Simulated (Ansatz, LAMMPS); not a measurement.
# Structural relaxation of a frame of liquid (Cs,K,Li)F from 1300 K (82 atoms), part 3 of 3

How does a frame of liquid (Cs,K,Li)F from 1300 K (82 atoms) relax, and what do bonds, charges and levels look like afterwards?

Ansatz 0.2.0; Kohn-Sham DFT, PBE, PAW (set soft_2), plane waves.

The cell: 15 Cs, 8 K, 18 Li and 41 F. The network of bonds at the start is that of the classical potential that made the cell. The ion parameters were fitted for water, not for melts. Only the Γ point is sampled, in a cell whose shortest periodic width is 13 Å. No spin–orbit coupling is included.

So far, density (g/cm³): step 5 (structure statistics after relaxation) 2.52.

**6. Single point at the relaxed geometry**

One more single point at the end of the walk gives the fuller output and checks the residual forces.

input.yaml reads:

```yaml
crystal:
  lattice:
    - [12.8285, 0.0, 0.0]
    - [0.0, 12.8285, 0.0]
    - [0.0, 0.0, 12.8285]
  atoms:
    - { symbol: Cs, position: [0.37361, 0.45434, 0.41081] }
    - { symbol: Cs, position: [0.07493, 0.6618, 0.06915] }
    - { symbol: Cs, position: [0.39769, 0.04234, 0.94484] }
    - { symbol: Cs, position: [0.96135, 0.39769, 0.94849] }
    - { symbol: Cs, position: [0.02224, 0.09106, 0.60697] }
    - { symbol: Cs, position: [0.41046, 0.1526, 0.57377] }
    - { symbol: Cs, position: [0.1694, 0.74903, 0.80079] }
    - { symbol: Cs, position: [0.53443, 0.72229, 0.31537] }
    - { symbol: Cs, position: [0.30528, 0.43485, 0.75591] }
    - { symbol: Cs, position: [0.73364, 0.26453, 0.61128] }
    - { symbol: Cs, position: [0.70432, 0.37785, 0.14917] }
    - { symbol: Cs, position: [0.02836, 0.03169, 0.05481] }
    - { symbol: Cs, position: [0.88216, 0.67762, 0.30598] }
    - { symbol: Cs, position: [0.70771, 0.91291, 0.11614] }
    - { symbol: Cs, position: [0.81919, 0.08783, 0.35211] }
    - { symbol: K, position: [0.95688, 0.35595, 0.39583] }
    - { symbol: K, position: [0.44801, 0.77111, 0.58468] }
    - { symbol: K, position: [0.70703, 0.89569, 0.64889] }
    - { symbol: K, position: [0.02671, 0.50018, 0.64331] }
    - { symbol: K, position: [0.15351, 0.63343, 0.41645] }
    - { symbol: K, position: [0.18078, 0.89699, 0.46576] }
    - { symbol: K, position: [0.26542, 0.80665, 0.21475] }
    - { symbol: K, position: [0.38994, 0.54272, 0.06039] }
    - { symbol: Li, position: [0.12005, 0.08913, 0.34635] }
    - { symbol: Li, position: [0.41094, 0.28984, 0.19416] }
    - { symbol: Li, position: [0.58401, 0.50678, 0.88153] }
    - { symbol: Li, position: [0.01885, 0.24917, 0.16806] }
    - { symbol: Li, position: [0.76373, 0.62742, 0.01369] }
    - { symbol: Li, position: [0.25212, 0.3019, 0.07082] }
    - { symbol: Li, position: [0.6022, 0.28971, 0.39513] }
    - { symbol: Li, position: [0.60694, 0.73589, 0.98246] }
    - { symbol: Li, position: [0.1958, 0.47119, 0.23084] }
    - { symbol: Li, position: [0.51221, 0.6615, 0.77977] }
    - { symbol: Li, position: [0.02944, 0.9112, 0.28258] }
    - { symbol: Li, position: [0.42321, 0.30957, 0.94808] }
    - { symbol: Li, position: [0.41595, 0.76052, 0.92847] }
    - { symbol: Li, position: [0.58396, 0.00597, 0.43425] }
    - { symbol: Li, position: [0.7365, 0.68162, 0.80057] }
    - { symbol: Li, position: [0.96057, 0.76007, 0.62199] }
    - { symbol: Li, position: [0.88645, 0.79532, 0.86924] }
    - { symbol: Li, position: [0.54938, 0.4979, 0.59563] }
    - { symbol: F, position: [0.63707, 0.92055, 0.33423] }
    - { symbol: F, position: [0.27061, 0.5924, 0.22429] }
    - { symbol: F, position: [0.00079, 0.83884, 0.93319] }
    - { symbol: F, position: [0.20979, 0.50232, 0.56007] }
    - { symbol: F, position: [0.53177, 0.95167, 0.55422] }
    - { symbol: F, position: [0.06874, 0.48958, 0.28666] }
    - { symbol: F, position: [0.2885, 0.3663, 0.20266] }
    - { symbol: F, position: [0.1156, 0.25819, 0.06471] }
    - { symbol: F, position: [0.65945, 0.68341, 0.10918] }
    - { symbol: F, position: [0.96813, 0.6574, 0.52425] }
    - { symbol: F, position: [0.51242, 0.64072, 0.92563] }
    - { symbol: F, position: [0.889, 0.24409, 0.11113] }
    - { symbol: F, position: [0.87076, 0.56545, 0.08422] }
    - { symbol: F, position: [0.08647, 0.54277, 0.83326] }
    - { symbol: F, position: [0.06967, 0.85017, 0.62965] }
    - { symbol: F, position: [0.8049, 0.05697, 0.59364] }
    - { symbol: F, position: [0.38934, 0.22265, 0.07115] }
    - { symbol: F, position: [0.86314, 0.75552, 0.73359] }
    - { symbol: F, position: [0.52426, 0.51989, 0.73708] }
    - { symbol: F, position: [0.62447, 0.73098, 0.72666] }
    - { symbol: F, position: [0.39315, 0.74867, 0.78072] }
    - { symbol: F, position: [0.29866, 0.39274, 0.96985] }
    - { symbol: F, position: [0.74719, 0.31955, 0.37746] }
    - { symbol: F, position: [0.29768, 0.75058, 0.01097] }
    - { symbol: F, position: [0.07994, 0.77473, 0.29187] }
    - { symbol: F, position: [0.52003, 0.85253, 0.98498] }
    - { symbol: F, position: [0.33011, 0.77324, 0.41037] }
    - { symbol: F, position: [0.21255, 0.09577, 0.46644] }
    - { symbol: F, position: [0.75922, 0.76193, 0.93074] }
    - { symbol: F, position: [0.40781, 0.22508, 0.8259] }
    - { symbol: F, position: [0.15258, 0.98379, 0.23604] }
    - { symbol: F, position: [0.01593, 0.99179, 0.40303] }
    - { symbol: F, position: [0.94971, 0.32082, 0.59545] }
    - { symbol: F, position: [0.52334, 0.60121, 0.50262] }
    - { symbol: F, position: [0.51715, 0.32581, 0.2782] }
    - { symbol: F, position: [0.03592, 0.19975, 0.29811] }
    - { symbol: F, position: [0.58962, 0.14776, 0.43295] }
    - { symbol: F, position: [0.53357, 0.40554, 0.97189] }
    - { symbol: F, position: [0.72249, 0.55791, 0.88577] }
    - { symbol: F, position: [0.90811, 0.91199, 0.20396] }
    - { symbol: F, position: [0.54338, 0.36638, 0.53152] }
kpoints:
  mp_grid: { grid: [1, 1, 1] }
hamiltonian:
  xc: pbe
scf:
  occupations: { method: fixed }
output:
  forces: true
  stress: true
  populations: true
  dos:
    method: { smearing: { sigma: 0.08 } }
    de: 0.1
    projected: { site_lists: { Cs: [Cs], F: [F], K: [K], Li: [Li] } }
  eigenvalues: true
  write_density: true
  write_potential: true
  volumetric_format: npy
  elf: true
```

Run with:

```bash
ansatz run input.yaml --threads 4 --pin off --max-ram 8192MiB --backend cpu --events-out ev --progress --plain --runs-dir out
```

Numbers of over 12 decimals in the logs are rounded to 6 here.

Log:

```text
[...]
Crystal: 82 atoms, lattice volume = 2111.192 Å³
Basis set: ecut = 420 eV, 41347 PW (Γ), exchange–correlation on 180×180×180 points (8 copies of the dense FFT grid, shifted against one another)
Bands: 356, of which v1, the nominal top of the filled ones, is band 274 counted from 1 (273 counted from 0)
Symmetry: 1 space group operations
[...]
k-points: 1
[...]
SCF iter   1: F=—  HF=-134298.723450 eV  |F-HF|=—  |Δ(HF+E_count)|=         —  Δρ=1.12e-3  dr2=4.03e-2  ethr=1.77e-3  ⟨swp⟩=5.0  Hψ=1276  notcnv=0  defer=79
[...]
SCF iter   9: F=-134298.724969 eV  HF=-134298.724969 eV  |F-HF|=8.53e-9  |Δ(HF+E_count)|=   9.95e-8  Δρ=8.88e-7  dr2=2.23e-8  ethr=1.82e-11  ⟨swp⟩=21.0  Hψ=3310  notcnv=0
SCF 1 converged in 9 iterations: F = -134298.724969 eV  dr2 = 2.23e-8
[...]
WARN: The input density's exchange-correlation potential varies sharply where the density is thin. Do not read a vacuum level from v_tot or v_xc, or from such a field of the output density. On a cell that repeats whose density bears no net charge and no dipole along the vacuum's axis use v_es (v_loc + v_h of the components); [...]
SCF converged after 9 iterations
Free energy (F): -134298.724969 eV
[...]
Internal energy: -134298.724969 eV  (E = F + TS)
E sigma→0 (E₀):  -134298.724969 eV
Fermi energy:    -0.297445 eV
[...]
--- Forces (eV/Å), atoms counted from 1 ---
  atom   1  Cs    -0.00169040    -0.00207091     0.00501924
  atom   2  Cs     0.00227270     0.00313281     0.00159143
  atom   3  Cs     0.00323382     0.00057837     0.00035686
  atom   4  Cs    -0.00424158    -0.00004984     0.00086746
  atom   5  Cs    -0.00554129    -0.00319339    -0.00219498
  atom   6  Cs     0.00480673     0.00238492    -0.00297497
  atom   7  Cs     0.00086715     0.00053018     0.00288452
  atom   8  Cs     0.00612066     0.00063593    -0.00449847
  atom   9  Cs    -0.00286175     0.00303045    -0.00791532
  atom  10  Cs     0.00096524    -0.00125636    -0.00209385
  atom  11  Cs    -0.00088707     0.00006453    -0.00260052
  atom  12  Cs     0.00279416     0.00176890    -0.00281955
  atom  13  Cs    -0.00595120    -0.00179858     0.00431752
  atom  14  Cs    -0.00423869     0.00212772    -0.00002251
[...]
atom  81  F      0.00135955     0.00324439     0.00128424
  atom  82  F      0.00594968    -0.00606474     0.00253352
  max |Σ_I F_I| component: 4.81e-5 eV/Å
--- Stress (GPa, compression-positive) ---
       -0.593792       0.010528       0.195513
        0.010530      -0.667811      -0.120412
        0.195513      -0.120415      -0.760813
  P = ⅓ Tr σ = -0.6741 GPa (-6.741 kbar)
--- Band table (eV) ---
[...]
--- Löwdin populations: 82 sites ---
  site symbol       q [e]
     0     Cs      8.0271
     1     Cs      8.0623
     2     Cs      8.0338
[...]
81      F      7.7767
  spilling = 0.006134 (of n_electrons = 548.000000)
```

It took 28 s on 4 threads of Arm Neoverse V2, shared host; peak memory 2.5 GiB.

The program notes that the exchange-correlation potential is rough where the density is thin.

Numbers from this run:

```yaml
free_energy: -134298.7250 eV
free_energy_per_atom: -1637.7893 eV/atom
scf_cycles: 9
pressure: -0.6741 GPa
r_m_s_force_component: 0.00621 eV/Å
longest_force: 0.03039 eV/Å
fermi_energy: -0.2974 eV
spacing_of_highest_filled_and_lowest_empty_level: 4.392 eV
spilling_of_the_projection: 0.006134
```

Löwdin charges by element and coordination (they lack the spilled electrons, 0.041 e an atom on average):

```csv
element,coordination,atoms,mean charge (e),spread,least,most
Cs,all,15,0.948,0.0105,0.932,0.973
Cs,3,1,0.966,0,0.966,0.966
Cs,4,2,0.949,0.0067,0.942,0.955
Cs,5,9,0.946,0.005,0.940,0.956
Cs,6,1,0.973,0,0.973,0.973
Cs,7,2,0.935,0.0027,0.932,0.938
F,all,41,-0.780,0.0099,-0.798,-0.758
F,3,1,-0.762,0,-0.762,-0.762
F,4,24,-0.782,0.0094,-0.798,-0.763
F,5,14,-0.778,0.0099,-0.794,-0.758
F,6,2,-0.780,1.0e-4,-0.780,-0.780
K,all,8,0.851,0.0132,0.831,0.880
K,4,3,0.860,0.0143,0.849,0.880
K,5,2,0.85,0.0062,0.844,0.856
K,6,3,0.843,0.0095,0.831,0.854
Li,all,18,0.795,0.0155,0.767,0.821
Li,3,7,0.806,0.0114,0.787,0.821
Li,4,11,0.789,0.0139,0.767,0.812
```

States in the cell by windows of 1 eV, zero at the Fermi level; the larger projections on atomic orbitals stand beside the total:

```csv
from (eV),to (eV),total,F p,Cs p
-10,-9,0.3,0.0,0.0
-9,-7,0.0,0.0,0.0
-7,-6,13.5,0.3,13.1
-6,-5,76.3,2.1,73.3
-5,-4,0.2,0.0,0.2
-4,-3,0.0,0.0,0.0
-3,-2,10.5,10.0,0.0
-2,-1,73.9,70.6,0.5
-1,0,158.5,153.1,1.8
0,1,3.0,2.9,0.1
1,4,0.0,0.0,0.0
4,5,2.0,0.0,0.0
```

The curve was stored every 0.10 eV, coarse against its broadening of 0.08 eV, so these counts are rough.

With fixed occupations the program's Fermi level is the highest filled level; weight inside the gap is the broadening of levels at its edges.

Between -26 and -10 eV lie 160 more states.

The stored curve holds about 496 of the 548 electrons; the rest, give or take the few that broadening carries across the Fermi level, lie in deeper levels below its range.

The levels nearest the highest filled one (over half full), pooled over k-points and spins:

```csv
level less the highest filled one (eV),occupation
-0.142,2
-0.129,2
-0.107,2
-0.0888,2
-0.0779,2
0,2
4.39,0
5.22,0
5.29,0
5.39,0
5.70,0
5.79,0
```

Electrostatic potential energy in the ac plane at fractional y = 0.760, with atoms of Cs and K and Li and F within 0.2 Å of it. With pseudopotentials it is smooth inside the atoms' cores, unlike the true potential.

Ten even steps from '0' (-32 eV) to '9' (7 eV), each cell a mean:
```
999999999733785578996325895348999999
999999999999961038998778980006988899
999876668999985468999999995348854689
998632224799998899999999999999855789
998523332689820289999999999999888999
998632223799710189999745999997213899
999875457899987899999401799996001899
899999889999999888999977999999767877
699999999999986324789999999999998411
699999999999872000389999999999998522
999999999999974001489999999999999888
999999999999998656889999999999999999
999999999998899999999999999999999999
999999999960039999888999999999999999
999999999961049987545789999999888899
997799999998899973222378999988766789
950039999899999863222368999988655689
972159986557899875323578999998766789
999999873015789988777899999999888899
999999875336889999999999999999999999
998889988888999999999999999999999999
887788999999999999999999999999999999
887788999844899999999889999999999999
998889999300399999997546899999999999
```
Columns run along a (12.8 Å; values clipped at the 3rd and 97th percentile), rows up along c (12.8 Å). Atoms in or near the plane, at fractional coordinates: Cs at (0.17, 0.80), K at (0.45, 0.58), Li at (0.42, 0.93), Li at (0.96, 0.62), F at (0.86, 0.73), F at (0.39, 0.78), F at (0.30, 0.01), F at (0.08, 0.29), F at (0.33, 0.41), F at (0.76, 0.93).

Valence density in the ac plane at fractional y = 0.760, with atoms of Cs and K and Li and F within 0.2 Å of it. It is the smooth field of the valence electrons, not physical close to the nuclei.

Values in units of 1e0 e/Å³, 13 rows by 16 columns, each cell a mean:
```
0.2 0.1 0.0 0.1 1.3 0.9 2.4 0.8 0.1 1.0 0.5 1.9 5.4 0.4 0.0 0.1
0.1 0.2 0.6 0.5 0.1 0.1 0.9 0.3 0.0 0.0 0.0 0.7 2.0 0.3 0.7 0.1
0.0 0.6 0.7 0.9 0.3 1.2 5.6 0.6 0.0 0.2 0.3 0.1 0.1 0.8 0.7 0.0
0.0 0.2 0.6 0.5 0.1 0.4 1.6 0.2 0.1 1.8 2.8 0.2 0.2 4.8 3.7 0.1
0.2 0.1 0.0 0.0 0.0 0.0 0.6 1.3 0.2 0.2 0.2 0.0 0.0 0.2 0.3 2.9
0.1 0.1 0.0 0.0 0.0 0.1 1.7 3.3 0.6 0.0 0.0 0.0 0.0 0.0 0.1 0.8
0.0 0.0 0.0 0.0 0.1 0.3 0.2 0.3 0.1 0.0 0.0 0.0 0.0 0.0 0.0 0.0
0.0 0.0 0.0 0.0 1.3 6.0 0.6 0.1 0.3 0.2 0.0 0.0 0.0 0.0 0.1 0.0
0.6 2.5 0.3 0.0 0.2 0.6 0.2 0.5 1.0 0.8 0.1 0.0 0.0 0.3 0.4 0.1
0.9 4.3 0.5 0.4 0.9 0.2 0.0 0.4 0.8 0.6 0.1 0.0 0.0 0.2 0.3 0.1
0.1 0.1 0.1 0.5 1.3 0.3 0.0 0.0 0.1 0.1 0.1 0.0 0.0 0.0 0.0 0.0
0.1 0.2 0.1 0.1 0.2 0.1 0.0 0.0 0.0 0.1 0.2 0.1 0.0 0.0 0.0 0.0
0.1 0.2 0.1 0.2 4.4 2.9 0.1 0.0 0.1 0.4 0.2 0.1 0.1 0.0 0.0 0.0
```
Columns run along a (12.8 Å), rows up along c (12.8 Å). Atoms in or near the plane, at fractional coordinates: Cs at (0.17, 0.80), K at (0.45, 0.58), Li at (0.42, 0.93), Li at (0.96, 0.62), F at (0.86, 0.73), F at (0.39, 0.78), F at (0.30, 0.01), F at (0.08, 0.29), F at (0.33, 0.41), F at (0.76, 0.93).

Mean Löwdin charges: Cs +0.95, F -0.78, K +0.85, Li +0.80 e (they miss 0.61 % of the electrons, so they add up to more than the cell's charge).

A closer look about F43, which has 6 bonded neighbours where the commonest count for F is 4: 12 atoms, nearest first, numbered in the order of the input, with positions taken from that point.

```csv
atom,x,y,z,distance (Å),bonds,Löwdin charge (e)
F43,0.00,0.00,0.00,0.00,6,-0.78
Li32,-0.96,-1.55,0.08,1.83,3,0.80
K23,1.53,-0.64,-2.10,2.68,6,0.85
K22,-0.07,2.75,-0.12,2.75,5,0.84
F48,0.23,-2.90,-0.28,2.92,5,-0.77
K20,-1.50,0.53,2.47,2.93,6,0.83
F47,-2.59,-1.32,0.80,3.01,5,-0.78
Cs1,1.32,-1.77,2.39,3.26,6,0.97
Cs2,-2.51,0.89,-1.99,3.32,7,0.94
F68,0.76,2.32,2.39,3.42,5,-0.79
F65,0.35,2.03,-2.74,3.42,5,-0.78
F66,-2.45,2.34,0.87,3.49,6,-0.78
```

The column of bonds counts only the pairs F-Li within 2.46 Å, F-Cs within 3.62 Å, F-K within 3.46 Å; other neighbours, such as metal atoms beside each other in a compound, aren't counted, and periodic images can show an atom twice.

**7. What came out**

```
energy change in the relaxation                  : -175.4 meV/atom
r.m.s. displacement                              : 1.12 Å
largest displacement                             : 2.474 Å
free energy per atom                             : -1637.7893 eV/atom
pressure                                         : -0.6741 GPa
r.m.s. force component                           : 0.00621 eV/Å
gap (highest filled to lowest empty level) : 4.392 eV
wall time of the 3 DFT runs                      : 9.7 min
```

Relaxation lowers the energy by 175 meV/atom and moves atoms by 1.1 Å r.m.s.; the r.m.s. force component goes from 0.46 to 0.0062 eV/Å, the pressure goes from -1.9 to -0.67 GPa, and the gap from 3.56 to 4.39 eV. By the final cutoffs 24 of 171 bonded pairs parted and 34 joined. First to last step the energy falls by 14.384 eV; the largest move, 2.47 Å, is that of F47. The F-Li bonds go from 2.102 Å (spread 0.148) to 1.896 Å (spread 0.078), and their number from 59 to 65. With the cutoffs above, 60 % of Cs atoms have 5, 59 % of F atoms have 4, 38 % of K atoms have 4 and as many 6 and 61 % of Li atoms have 4 bonded neighbours. The highest filled and lowest empty levels differ by 4.39 eV (at Γ alone); a semilocal functional tends to put such gaps too low. In a disordered cell it changes from sample to sample and from frame to frame.

Caveats: The network of bonds at the start is that of the classical potential that made the cell; in DFT 24 of its 171 bonded pairs passed out of the cutoffs and 34 came within them.

[Logs are printed without paths, hosts, clocks, repeated set-up lines and the standing remarks that a program may print on its own settings, such as how far it seeks lower states.]

[Hosts, paths, dates, database ids (printed as entryN), source tags and the programs' standing remarks are cut or masked in the printed files.]
